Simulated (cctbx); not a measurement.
## Which space group?

Cell: a = 3.6810 Å, b = 3.6810 Å, c = 6.6290 Å, α = 90.00°, β = 90.00°, γ = 90.00°. Expected content of the cell: Pt1 Rh4 Cu1 Si1.

Simulated single-crystal data (cctbx): Cu Kα, λ = 1.54184 Å, to d = 0.83 Å, 80 % of the full sphere, strongest reflection 5000 counts, noise from counting, a 2 % proportional error and a noise floor of 4 counts (s.d.); no absorption.

Tests on the unmerged data give:

```text
521 reflections to d = 0.839 A
centring   violations  <I/sigma> of those
    A        255 of   265     13.1
    B        249 of   256     13.5
    C        246 of   251      8.5
    I        257 of   266     13.8
    R        337 of   354     13.4
    F        375 of   386     11.7
Laue class    unique    Rint  (classes that these axes allow; Friedel mates merged)
P -1              309   0.025
P 1 2/m 1         188   0.028
P 1 1 2/m         179   0.028
P 2/m 1 1         186   0.027
P m m m           119   0.030
P 4/m              93   0.032
P 4/m m m          72   0.032
space group    extra absences  I>4sigma  <I/sigma>
P 4 2 2                 0          0         -  acentric
P 4 m m                 0          0         -  acentric
P -4 2 m                0          0         -  acentric
P -4 m 2                0          0         -  acentric
P 4/m m m               0          0         -  centric
Wilson B = 1.30 A^2   <|E^2-1|> = 0.892 (0.968 centric, 0.736 acentric)   E^2>4: 2.8 %
shell (A)         n   <I/sigma>
 6.63 - 1.52     17     34.6
 1.52 - 1.21     12     35.3
 1.21 - 1.06     12     43.5
 1.06 - 0.96      8     26.9
 0.96 - 0.89     11     22.3
 0.89 - 0.84     12     36.0
```

**Question.** What are the lattice type, the Laue class and the likely space group?

Every centring test has many violations, so the lattice is primitive.

Rint stays low (0.025 to 0.032) up to P 4/m m m, the highest class in these axes.

5 settings pass the absence test. No glide or screw absences show, which leaves P 4 2 2, P 4 m m, P -4 2 m, P -4 m 2 and P 4/m m m.

⟨|E²−1|⟩ = 0.892 leans to a centrosymmetric structure. The Wilson B of 1.30 Å² means U ≈ 0.0165 Å².

The true group is P4/mmm (no. 123), Laue class 4/mmm, centrosymmetric. The tables only narrow the choice to the tied entries; cell content, site symmetry and trial solutions must settle it.

The model is made up (kin elements in a known structure type, no relaxation), so it says nothing on whether the phase exists.

[Logs are printed without paths, hosts, clocks, repeated set-up lines and the standing remarks that a program may print on its own settings, such as how far it seeks lower states.]
